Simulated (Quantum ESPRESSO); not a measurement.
# NiAgO2: which magnetic order is lowest, part 2 of 2

Aim: find out which collinear order of NiAgO2 costs least.

Quantum ESPRESSO 7.5; LDA; plane waves with GBRV 1.5 LDA potentials, no spin-orbit coupling.

So far, absolute magnetization (μB): step 2 (run 1, typed as ferro ++) 1.40.

## (3) Start 2: antiferro +−

pw.in

```
&CONTROL
  calculation = 'scf'
  prefix = 'pwscf'
  outdir = './tmp'
  pseudo_dir = './pseudo'
  disk_io = 'nowf'
/
&SYSTEM
  ibrav = 0
  nat = 8
  ntyp = 4
  ecutwfc = 40
  ecutrho = 280
  nbnd = 62
  occupations = 'smearing'
  smearing = 'fd'
  degauss = 0.00367493
  nspin = 2
  starting_magnetization(1) = 0.1111
  starting_magnetization(2) = -0.1111
  starting_magnetization(3) = 0
  starting_magnetization(4) = 0
/
&ELECTRONS
  conv_thr = 1.6d-08
  electron_maxstep = 150
  mixing_beta = 0.3
/
ATOMIC_SPECIES
Ni1    58.6934 ni_lda_v1.4.uspp.F.UPF
Ni2    58.6934 ni_lda_v1.4.uspp.F.UPF
Ag    107.8682 ag_lda_v1.4.uspp.F.UPF
O      15.9990 o_lda_v1.2.uspp.F.UPF
CELL_PARAMETERS angstrom
   2.9991629743    0.0000000000    0.0000000000
  -1.4995814871    2.5973513258    0.0000000000
   0.0000000000    0.0000000000   12.3151270000
ATOMIC_POSITIONS crystal
Ni1     0.0000000000    0.0000000000    0.5000000000
Ni2     0.0000000000    0.0000000000    0.0000000000
Ag      0.6666666700    0.3333333300    0.7500000000
Ag      0.3333333300    0.6666666700    0.2500000000
O       0.3333333300    0.6666666700    0.4180620000
O       0.6666666700    0.3333333300    0.9180620000
O       0.6666666700    0.3333333300    0.5819380000
O       0.3333333300    0.6666666700    0.0819380000
K_POINTS automatic
8 8 2 0 0 0
```

Run with:

```bash
$ OMP_NUM_THREADS=1 mpirun -n 4 pw.x -nk 4 -in pw.in > pw.out
```

The program printed:

```text
[banner, memory and clock lines left out]
Program PWSCF v.7.5 starts

     Message from routine setup:
     using ibrav=0 with symmetry is DISCOURAGED, use correct ibrav instead

     bravais-lattice index     =            0
     lattice parameter (alat)  =       5.6676  a.u.
     unit-cell volume          =     647.3904 (a.u.)^3
     number of atoms/cell      =            8
     number of atomic types    =            4
     number of electrons       =        98.00
     number of Kohn-Sham states=           62
     kinetic-energy cutoff     =      40.0000  Ry
     charge density cutoff     =     280.0000  Ry
     scf convergence threshold =      1.6E-08
     mixing beta               =       0.3000
     number of iterations used =            8  plain     mixing
     Exchange-correlation= SLA  PZ   NOGX NOGC
                           (   1   1   0   0   0   0   0)

     celldm(1)=   5.667597  celldm(2)=   0.000000  celldm(3)=   0.000000
     celldm(4)=   0.000000  celldm(5)=   0.000000  celldm(6)=   0.000000

     crystal axes: (cart. coord. in units of alat)
               a(1) = (   1.000000   0.000000   0.000000 )
               a(2) = (  -0.500000   0.866025   0.000000 )
               a(3) = (   0.000000   0.000000   4.106188 )

     reciprocal axes: (cart. coord. in units 2 pi/alat)
               b(1) = (  1.000000  0.577350 -0.000000 )
               b(2) = (  0.000000  1.154701  0.000000 )
               b(3) = (  0.000000 -0.000000  0.243535 )

     PseudoPot. # 1 for Ni read from file:
     ni_lda_v1.4.uspp.F.UPF
     Pseudo is Ultrasoft + core correction, Zval = 18.0

     PseudoPot. # 2 for Ni read from file:
     ni_lda_v1.4.uspp.F.UPF
     Pseudo is Ultrasoft + core correction, Zval = 18.0

     PseudoPot. # 3 for Ag read from file:
     ag_lda_v1.4.uspp.F.UPF
     Pseudo is Ultrasoft + core correction, Zval = 19.0

     PseudoPot. # 4 for O  read from file:
     o_lda_v1.2.uspp.F.UPF
     Pseudo is Ultrasoft + core correction, Zval =  6.0

     atomic species   valence    mass     pseudopotential
     Ni1              18.00    58.69340     Ni( 1.00)
     Ni2              18.00    58.69340     Ni( 1.00)
     Ag               19.00   107.86820     Ag( 1.00)
     O                 6.00    15.99900     O ( 1.00)

     Starting magnetic structure
     atomic species   magnetization
     Ni1             0.111
     Ni2            -0.111
     Ag              0.000
     O               0.000

     12 Sym. Ops., with inversion, found

   Cartesian axes

     site n.     atom                  positions (alat units)
         1        Ni1    tau(   1) = (   0.0000000   0.0000000   2.0530940  )
         2        Ni2    tau(   2) = (   0.0000000   0.0000000   0.0000000  )
         3        Ag     tau(   3) = (   0.5000000   0.2886751   3.0796410  )
         4        Ag     tau(   4) = (  -0.0000000   0.5773503   1.0265470  )
         5        O      tau(   5) = (  -0.0000000   0.5773503   1.7166412  )
         6        O      tau(   6) = (   0.5000000   0.2886751   3.7697352  )
         7        O      tau(   7) = (   0.5000000   0.2886751   2.3895468  )
         8        O      tau(   8) = (  -0.0000000   0.5773503   0.3364528  )

     number of k points=    20  Fermi-Dirac smearing, width (Ry)=  0.0037
                       cart. coord. in units 2pi/alat
        k(    1) = (   0.0000000   0.0000000   0.0000000), wk =   0.0078125
        k(    2) = (   0.0000000   0.0000000  -0.1217674), wk =   0.0078125
        k(    3) = (   0.0000000   0.1443376   0.0000000), wk =   0.0468750
        k(    4) = (   0.0000000   0.1443376  -0.1217674), wk =   0.0468750
        k(    5) = (   0.0000000   0.2886751   0.0000000), wk =   0.0468750
        [... 15 further k-points ...]

     Dense  grid:    51111 G-vectors     FFT dimensions: (  32,  32, 125)

     Smooth grid:    22245 G-vectors     FFT dimensions: (  24,  24,  96)

     Check: negative core charge=   -0.000008
     Generating pointlists ...
     new r_m :   0.2756 (alat units)  1.5622 (a.u.) for type    1
     new r_m :   0.2756 (alat units)  1.5622 (a.u.) for type    2
     new r_m :   0.2847 (alat units)  1.6134 (a.u.) for type    3
     new r_m :   0.2756 (alat units)  1.5622 (a.u.) for type    4

     Initial potential from superposition of free atoms

     starting charge      92.9999, renormalised to      98.0000
     Starting wfcs are   68 randomized atomic wfcs

     Self-consistent Calculation

     iteration #  1     ecut=    40.00 Ry     beta= 0.30
     Davidson diagonalization with overlap
     ethr =  1.00E-02,  avg # of iterations =  3.6

     total energy              =   -1368.72934366 Ry
     estimated scf accuracy    <     101.14527649 Ry

     total magnetization       =     0.00 Bohr mag/cell
     absolute magnetization    =     0.73 Bohr mag/cell

     iteration #  2     ecut=    40.00 Ry     beta= 0.30
     Davidson diagonalization with overlap
     ethr =  1.00E-02,  avg # of iterations =  4.8

     total energy              =   -1385.42563341 Ry
     estimated scf accuracy    <     245.09229626 Ry

     total magnetization       =     0.00 Bohr mag/cell
     absolute magnetization    =     0.11 Bohr mag/cell

     [... further iterations left out ...]

     iteration # 30     ecut=    40.00 Ry     beta= 0.30
     Davidson diagonalization with overlap
     ethr =  1.53E-10,  avg # of iterations =  3.0

     total energy              =   -1406.68643786 Ry
     estimated scf accuracy    <       0.00000006 Ry

     total magnetization       =    -0.01 Bohr mag/cell
     absolute magnetization    =     1.17 Bohr mag/cell

     iteration # 31     ecut=    40.00 Ry     beta= 0.30
     Davidson diagonalization with overlap
     ethr =  5.62E-11,  avg # of iterations =  3.0

     Magnetic moment per site  (integrated on atomic sphere of radius R)
     atom   1 (R=0.276)  charge= 15.4281  magn=  0.4313
     atom   2 (R=0.276)  charge= 15.4302  magn= -0.4356
     atom   3 (R=0.285)  charge= 15.3262  magn= -0.0001
     atom   4 (R=0.285)  charge= 15.3262  magn= -0.0001
     atom   5 (R=0.276)  charge=  5.3680  magn=  0.0576
     atom   6 (R=0.276)  charge=  5.3676  magn= -0.0583
     atom   7 (R=0.276)  charge=  5.3680  magn=  0.0576
     atom   8 (R=0.276)  charge=  5.3676  magn= -0.0583

     End of self-consistent calculation

     [... lines left out ...]
     the Fermi energy is    11.5083 ev

!    total energy              =   -1406.68643839 Ry
     estimated scf accuracy    <       0.00000001 Ry
     smearing contrib. (-TS)   =      -0.00423583 Ry
     internal energy E=F+TS    =   -1406.68220255 Ry

     The total energy is F=E-TS. E is the sum of the following terms:
     one-electron contribution =    -835.02221008 Ry
     hartree contribution      =     462.94609303 Ry
     xc contribution           =    -155.24395211 Ry
     ewald contribution        =    -879.36213339 Ry

     total magnetization       =    -0.01 Bohr mag/cell
     absolute magnetization    =     1.17 Bohr mag/cell

     convergence has been achieved in  31 iterations
```

Wall time 85 s (4 MPI ranks of Intel Xeon Platinum 8488C (Sapphire Rapids), shared host); peak memory 0.7 GiB.

Spin moment in the atom's sphere by atom:

| atom | spin moment in the atom's sphere (μB) |
| --- | --- |
| Ni1 | 0.431 |
| Ni2 | -0.436 |
| Ag3 | 0.000 |
| Ag4 | 0.000 |
| O5 | 0.058 |
| O6 | -0.058 |
| O7 | 0.058 |
| O8 | -0.058 |

Numbers from this step:

- smearing term TS: 0.05763 eV
- magnetization: -0.006 μB
- absolute magnetization: 1.171 μB
- final state: antiferromagnetic

## (4) Energies of the orders

An order is kept where moments of 0.15 μB or more survive with the typed signs; meshes match where a doubled cell samples the same k points as the first cell.

Orders:

| start | final state | typed order kept | energy over the lowest (meV a seeded atom) | largest site moment (μB) | net moment (μB a cell of the first run) | mesh matched | CPU time (s) |
| --- | --- | --- | --- | --- | --- | --- | --- |
| ferro ++ | ferromagnetic | yes | 0 | 0.5074 | 1.372 | yes | 200.5 |
| antiferro +- | antiferromagnetic | yes | 3.834 | 0.4356 | 0.005962 | yes | 339 |

## (5) Outcome

| Item | Value |
| --- | --- |
| lowest state found | ferromagnetic (from ferro ++) |
| largest site moment | 0.507 μB |
| next state with moments | antiferromagnetic, 3.83 meV a seeded atom higher |

**Reading.** The smearing terms TS of the orders run from 26 to 29 meV a seeded atom, so the differences would change at a smaller width: an order with a larger TS is lowered more by the smearing. Only these 2 starts were compared; other wavevectors, canted and longer-period orders were not. No Hubbard term acts here. In such compounds local and semilocal functionals without one often delocalise the d electrons, and can shrink or lose moments and miss the size, sign and order of the couplings. The smearing term is large for its width, so states at the Fermi level are partly filled: at this level the cell is a metal or has a gap of a few widths at most.

[Logs and program files are shortened in this print: banners, set-up blocks, solver, clock and traceback lines can be left out without a mark of their own.]

[Logs are printed without paths, hosts, clocks, repeated set-up lines and the standing remarks that a program may print on its own settings, such as how far it seeks lower states.]

[Hosts, paths, dates, database ids (printed as entryN), source tags and the programs' standing remarks are cut or masked in the printed files.]

[Where a cell is said to come from a database of computed structures, the database is the Materials Project.]
